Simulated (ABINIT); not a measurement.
## AlN (P6_3mc): G0W0 in ABINIT against the exchange cutoff

Wanted: the cheapest exchange cutoff that holds the gap of AlN (P6_3mc).

Program: ABINIT 10.8.3. Level of theory: LDA and many-body steps on it, plane waves. Results are calculated unless marked as measured.

The database entry behind the starting cell differs from later determinations by our own check (inner coordinate u about 0.002 short), so it need not match the best structure at ambient conditions.

### Step 1. Starting point

Symmetry: P6_3mc, No. 186, hexagonal system. The conventional cell has a = 3.113 Å, b = 3.113 Å, c = 4.981 Å, α = 90.00°, β = 90.00°, γ = 120.00°. Nearest to Al lie 4 N at 1.89 Å. Nearest to N lie 4 Al at 1.89 Å. Farther neighbours and most contacts between anions are not listed.

The cell and positions come from the Crystallography Open Database and are kept as given unless a step says otherwise.

### Step 2. Screening, 3×3×2 mesh, 39 bands, screening to 130.6 eV

This step: ABINIT 10.8.3; RPA screening on LDA, plane waves, norm-conserving pseudopotentials.

The RPA dielectric matrix is built and inverted for each q.

run.abi

```
acell 3*1.0 Angstrom
rprim 
  3.113000000011 -0.000000000003 0.000000000000
  -1.556500000003 2.695937081992 0.000000000000
  0.000000000000 0.000000000000 4.981000000000
ntypat 2
znucl 13 7
natom 4
typat 1 1 2 2
xred 
  0.333333333333 0.666666666667 0.000000000000
  0.666666666667 0.333333333333 0.500000000000
  0.333333333333 0.666666666667 0.380000000000
  0.666666666667 0.333333333333 0.880000000000
pp_dirpath "pseudos"
pseudos "Al.upf, N.upf"
ecut 36
ngkpt 3 3 2
nshiftk 1
shiftk 0 0 0
kptopt 1
chksymbreak 0
istwfk *1
occopt 1
irdwfk 1
optdriver 3
nband 39
ecuteps 4.8
inclvkb 2
awtr 1
symchi 1
indata_prefix "in"
outdata_prefix "out"
tmpdata_prefix "tmp"
```

The run is started by

```console
$ OMP_NUM_THREADS=1 mpirun -n 4 abinit run.abi > log
```

What it wrote:

```text
.Version 10.8.3 of ABINIT. v10.8.2 released Aug 2026.

 Symmetries : space group P6_3 m c (#186); Bravais hP (primitive hexag.)
[... echo of the input left out ...]
== DATASET  1 ==================================================================
-   mpi_nproc: 4, omp_nthreads: 1 (-1 if OMP is not activated)

--- !DatasetInfo
iteration_state: {dtset: 1, }
dimensions: {natom: 4, nkpt: 6, mband: 39, nsppol: 1, nspinor: 1, nspden: 1, mpw: 2934, }
cutoff_energies: {ecut:  36.0, pawecutdg:  -1.0, }
electrons: {nelect:   1.60000000E+01, charge:   0.00000000E+00, occopt:   1.00000000E+00, tsmear:   1.00000000E-02, }

 SCREENING: Calculation of the susceptibility and dielectric matrices

 Based on a program developped by R.W. Godby, V. Olevano, G. Onida, and L. Reining.
 Incorporated in ABINIT by V. Olevano, G.-M. Rignanese, and M. Torrent.
.Using double precision arithmetic ; gwpc =  8

[... cell and pseudopotentials left out ...]
--------------------------------------------------------------------------------

 ==== K-mesh for the wavefunctions ====
 Number of points in the irreducible wedge :     6
[... list of points left out ...]
 Together with 12 symmetry operations and time-reversal symmetry
 yields    18 points in the full Brillouin Zone.

 ==== Q-mesh for the screening function ====
 Number of points in the irreducible wedge :     6
[... list of points left out ...]
 Together with 12 symmetry operations and time-reversal symmetry
 yields    18 points in the full Brillouin Zone.

 setmesh: FFT mesh size selected  =    20x   20x   36
          total number of points  =        14400

 vcoul_init : cutoff-mode = AUXILIARY_FUNCTION
 q-points for optical limit:   1
     1)      0.000010    0.000020    0.000030

- screening: taking advantage of time-reversal symmetry
- Maximum band index for partially occupied states nbvw = 8
- Remaining bands to be divided among processors   nbcw = 31
- Number of bands treated by each node ~7

 Number of electrons calculated from density =   16.0000; Expected =   16.0000
 average of density, n =  0.056718
 r_s =    1.6146
 omega_plasma =   22.9728 [eV]

 calculating chi0 at frequencies [eV] :
  1    0.000000E+00    0.000000E+00
  2    0.000000E+00    2.297283E+01

--------------------------------------------------------------------------------
  q-point number  1        q = ( 0.000000, 0.000000, 0.000000) [r.l.u.]
--------------------------------------------------------------------------------
[... chi0 elements left out ...]
 For q-point:  0.000010 0.000020 0.000030
  dielectric constant =   4.9952
  dielectric constant without local fields =   5.4532

  Average fulfillment of the sum rule on Im[epsilon] for q-point    1 :     50.91  [%]
[... wings left out ...]
  q-point number  2        q = ( 0.333333, 0.000000, 0.000000) [r.l.u.]
--------------------------------------------------------------------------------
[... chi0 elements left out ...]
  Average fulfillment of the sum rule on Im[epsilon] for q-point    2 :     61.53  [%]

 [... 4 further q-points ...]
```

Elapsed: 3.6 s, on 4 MPI ranks of Arm Neoverse V1, shared host; peak memory 0.39 GiB.

Numbers from this step:

```yaml
eps_infinity_with_local_fields_on_this_mesh_along_the_program_s_q_direction: 4.995
the_same_without_local_fields: 5.453
plasma_frequency: 22.97 eV
plane_waves_in_the_screening_matrix: 135
```

Local fields lower ε∞ by 8 %. On a Γ-centred mesh this coarse the value itself is usually too large, while a short band sum pulls it down.

### Step 3. 3.6 Ha

This step: G0W0 on LDA, plane waves, norm-conserving pseudopotentials.

run.abi, as its differences from that of step 2:

```diff
@@ -25,8 +25,15 @@
 irdwfk 1
-optdriver 3
+optdriver 4
 nband 39
+gwcalctyp 0
+ecutsigx 3.6
+symsigma 1
+nkptgw 1
+kptgw 
+  0.0000000000 0.0000000000 0.0000000000
+bdgw 
+  6 10
 ecuteps 4.8
-inclvkb 2
-awtr 1
-symchi 1
+irdscr 1
+ppmodel 1
 indata_prefix "in"
```

What it wrote:

```text
.Version 10.8.3 of ABINIT. v10.8.2 released Aug 2026.

 Symmetries : space group P6_3 m c (#186); Bravais hP (primitive hexag.)
[... echo of the input left out ...]
== DATASET  1 ==================================================================
-   mpi_nproc: 4, omp_nthreads: 1 (-1 if OMP is not activated)

--- !DatasetInfo
iteration_state: {dtset: 1, }
dimensions: {natom: 4, nkpt: 6, mband: 39, nsppol: 1, nspinor: 1, nspden: 1, mpw: 2934, }
cutoff_energies: {ecut:  36.0, pawecutdg:  -1.0, }
electrons: {nelect:   1.60000000E+01, charge:   0.00000000E+00, occopt:   1.00000000E+00, tsmear:   1.00000000E-02, }

 SIGMA: Calculation of the GW corrections

 Based on a program developped by R.W. Godby, V. Olevano, G. Onida, and L. Reining.
 Incorporated in ABINIT by V. Olevano, G.-M. Rignanese, and M. Torrent.
.Using double precision arithmetic ; gwpc =  8

[... cell and pseudopotentials left out ...]
--------------------------------------------------------------------------------

 ==== K-mesh for the wavefunctions ====
 Number of points in the irreducible wedge :     6
[... list of points left out ...]
 Together with 12 symmetry operations and time-reversal symmetry
 yields    18 points in the full Brillouin Zone.

 ==== Q-mesh for screening function ====
 Number of points in the irreducible wedge :     6
[... list of points left out ...]
 Together with 12 symmetry operations and time-reversal symmetry
 yields    18 points in the full Brillouin Zone.

 vcoul_init : cutoff-mode = AUXILIARY_FUNCTION
 q-points for optical limit:   1
     1)      0.000010    0.000020    0.000030
 setmesh: FFT mesh size selected  =    20x   20x   36
          total number of points  =        14400

 Number of electrons calculated from density =   16.0000; Expected =   16.0000
 average of density, n =  0.056718
 r_s =    1.6146
 omega_plasma =   22.9728 [eV]

 === KS Band Gaps ===
  >>>> For spin  1
   Minimum direct gap =   4.2550 [eV], located at k-point      :   0.0000  0.0000  0.0000
   Fundamental gap    =   4.2550 [eV], Top of valence bands at :   0.0000  0.0000  0.0000
                                       Bottom of conduction at :   0.0000  0.0000  0.0000
 SIGMA fundamental parameters:
 PLASMON POLE MODEL  1
 number of plane-waves for SigmaX                   99
 number of plane-waves for SigmaC and W             99
 number of plane-waves for wavefunctions          2863
 number of bands                                    39
 number of independent spin polarizations            1
 number of spinorial components                      1
 number of k-points in IBZ                           6
 number of q-points in IBZ                           6
 number of symmetry operations                      12
 number of k-points in BZ                           18
 number of q-points in BZ                           18
 number of frequencies for dSigma/dE                 9
 frequency step for dSigma/dE [eV]                0.25
 number of omega for Sigma on real axis              0
 max omega for Sigma on real axis  [eV]           0.00
 zcut for avoiding poles [eV]                     0.10

 EPSILON^-1 parameters (SCR file):
 dimension of the eps^-1 matrix on file            135
 dimension of the eps^-1 matrix used                99
 number of plane-waves for wavefunctions          2863
 number of bands                                    39
 number of q-points in IBZ                           6
 number of frequencies                               2
 number of real frequencies                          1
 number of imag frequencies                          1

 matrix elements of self-energy operator (all in [eV])

 Perturbative Calculation

--- !SelfEnergy_ee
iteration_state: {dtset: 1, }
kpoint     : [   0.000,    0.000,    0.000, ]
spin       : 1
KS_gap     :    4.255
QP_gap     :    5.173
Delta_QP_KS:    0.918
data: !SigmaeeData |
     Band     E0 <VxcDFT>   SigX SigC(E0)      Z dSigC/dE  Sig(E)    E-E0       E
        6   5.481 -16.826 -19.754   3.830   0.795  -0.258 -16.109   0.717   6.198
        7   5.481 -16.826 -19.754   3.830   0.795  -0.258 -16.109   0.717   6.198
        8   5.659 -16.916 -19.508   3.656   0.796  -0.256 -16.069   0.847   6.506
        9   9.914 -12.734  -7.098  -3.486   0.821  -0.218 -10.969   1.765  11.679
       10  12.222 -11.070  -5.269  -3.871   0.829  -0.206  -9.469   1.601  13.822

== END DATASET(S) ==============================================================
================================================================================

 -outvars: echo values of variables after computation  --------
           etotal      0.0000000000E+00
            nband          39
             nkpt           6
          spgroup         186
 [... the other variables as echoed above ...]

 Calculation completed.
```

Elapsed: 2.4 s, on 4 MPI ranks; peak memory 0.09 GiB; 9.1 s of CPU time.

Numbers from this step:

- G0W0 gap on the points computed: 5.173 eV
- starting gap on the mesh: 4.255 eV
- k of the valence top: 0, 0, 0
- k of the conduction bottom: 0, 0, 0
- Z at the valence top: 0.796
- Z at the conduction bottom: 0.821
- least direct G0W0 gap on the computed points: 5.173 eV

### Step 4. 7.2 Ha

run.abi, as its differences from that of step 3:

```diff
@@ -28,3 +28,3 @@
 gwcalctyp 0
-ecutsigx 3.6
+ecutsigx 7.2
 symsigma 1
```

What it wrote:

```text
.Version 10.8.3 of ABINIT. v10.8.2 released Aug 2026.

 Symmetries : space group P6_3 m c (#186); Bravais hP (primitive hexag.)
[... echo of the input left out ...]
== DATASET  1 ==================================================================
-   mpi_nproc: 4, omp_nthreads: 1 (-1 if OMP is not activated)

--- !DatasetInfo
iteration_state: {dtset: 1, }
dimensions: {natom: 4, nkpt: 6, mband: 39, nsppol: 1, nspinor: 1, nspden: 1, mpw: 2934, }
cutoff_energies: {ecut:  36.0, pawecutdg:  -1.0, }
electrons: {nelect:   1.60000000E+01, charge:   0.00000000E+00, occopt:   1.00000000E+00, tsmear:   1.00000000E-02, }

 SIGMA: Calculation of the GW corrections

 Based on a program developped by R.W. Godby, V. Olevano, G. Onida, and L. Reining.
 Incorporated in ABINIT by V. Olevano, G.-M. Rignanese, and M. Torrent.
.Using double precision arithmetic ; gwpc =  8

[... cell and pseudopotentials left out ...]
--------------------------------------------------------------------------------

 ==== K-mesh for the wavefunctions ====
 Number of points in the irreducible wedge :     6
[... list of points left out ...]
 Together with 12 symmetry operations and time-reversal symmetry
 yields    18 points in the full Brillouin Zone.

 ==== Q-mesh for screening function ====
 Number of points in the irreducible wedge :     6
[... list of points left out ...]
 Together with 12 symmetry operations and time-reversal symmetry
 yields    18 points in the full Brillouin Zone.

 vcoul_init : cutoff-mode = AUXILIARY_FUNCTION
 q-points for optical limit:   1
     1)      0.000010    0.000020    0.000030
 setmesh: FFT mesh size selected  =    20x   20x   40
          total number of points  =        16000

 Number of electrons calculated from density =   16.0000; Expected =   16.0000
[...]
number of q-points in IBZ                           6
 number of symmetry operations                      12
 number of k-points in BZ                           18
 number of q-points in BZ                           18
 number of frequencies for dSigma/dE                 9
 frequency step for dSigma/dE [eV]                0.25
 number of omega for Sigma on real axis              0
 max omega for Sigma on real axis  [eV]           0.00
 zcut for avoiding poles [eV]                     0.10

 EPSILON^-1 parameters (SCR file):
 dimension of the eps^-1 matrix on file            135
 dimension of the eps^-1 matrix used               135
 number of plane-waves for wavefunctions          2863
 number of bands                                    39
 number of q-points in IBZ                           6
 number of frequencies                               2
 number of real frequencies                          1
 number of imag frequencies                          1

 matrix elements of self-energy operator (all in [eV])

 Perturbative Calculation

--- !SelfEnergy_ee
iteration_state: {dtset: 1, }
kpoint     : [   0.000,    0.000,    0.000, ]
spin       : 1
KS_gap     :    4.255
QP_gap     :    5.382
Delta_QP_KS:    1.127
data: !SigmaeeData |
     Band     E0 <VxcDFT>   SigX SigC(E0)      Z dSigC/dE  Sig(E)    E-E0       E
        6   5.481 -16.826 -20.546   3.828   0.793  -0.262 -16.740   0.086   5.567
        7   5.481 -16.826 -20.546   3.828   0.793  -0.262 -16.740   0.086   5.567
        8   5.659 -16.916 -20.353   3.662   0.794  -0.259 -16.737   0.178   5.838
        9   9.914 -12.734  -7.680  -3.460   0.819  -0.221 -11.429   1.305  11.219
       10  12.222 -11.070  -5.549  -3.868   0.828  -0.207  -9.701   1.368  13.590

== END DATASET(S) ==============================================================
================================================================================

 -outvars: echo values of variables after computation  --------
           etotal      0.0000000000E+00
            nband          39
             nkpt           6
          spgroup         186
 [... the other variables as echoed above ...]

 Calculation completed.
```

Wall time 2.5 s (4 MPI ranks); peak memory 0.09 GiB.

Numbers from this step:

- G0W0 gap on the points computed: 5.381 eV
- starting gap on the mesh: 4.255 eV
- k of the valence top: 0, 0, 0
- k of the conduction bottom: 0, 0, 0
- Z at the valence top: 0.794
- Z at the conduction bottom: 0.819
- least direct G0W0 gap on the computed points: 5.381 eV

[end of part 1 of 2]

[Paths, hosts, dates, memory and timing lines, banners, echoed tables and standing remarks are left out of the program output.]

[Logs are printed without paths, hosts, clocks, repeated set-up lines and the standing remarks that a program may print on its own settings, such as how far it seeks lower states.]

[Runs of the session that timed out or met a known fault of the program may be left out.]

[No measured gap is set beside runs whose start may be inverted or whose files or cutoffs have a known fault.]

[Hosts, paths, dates, database ids (printed as entryN), source tags and the programs' standing remarks are cut or masked in the printed files.]

[G0W0 gaps are taken among the corrected bands and points alone; a level outside them can change the order at an edge.]

[Where Ansatz stands beside ABINIT at settings called matched, ABINIT's density can come from a denser mesh and the files from another edition; pairs whose starting gaps differed by over 0.03 eV were left out, so agreement reads better than it is.]
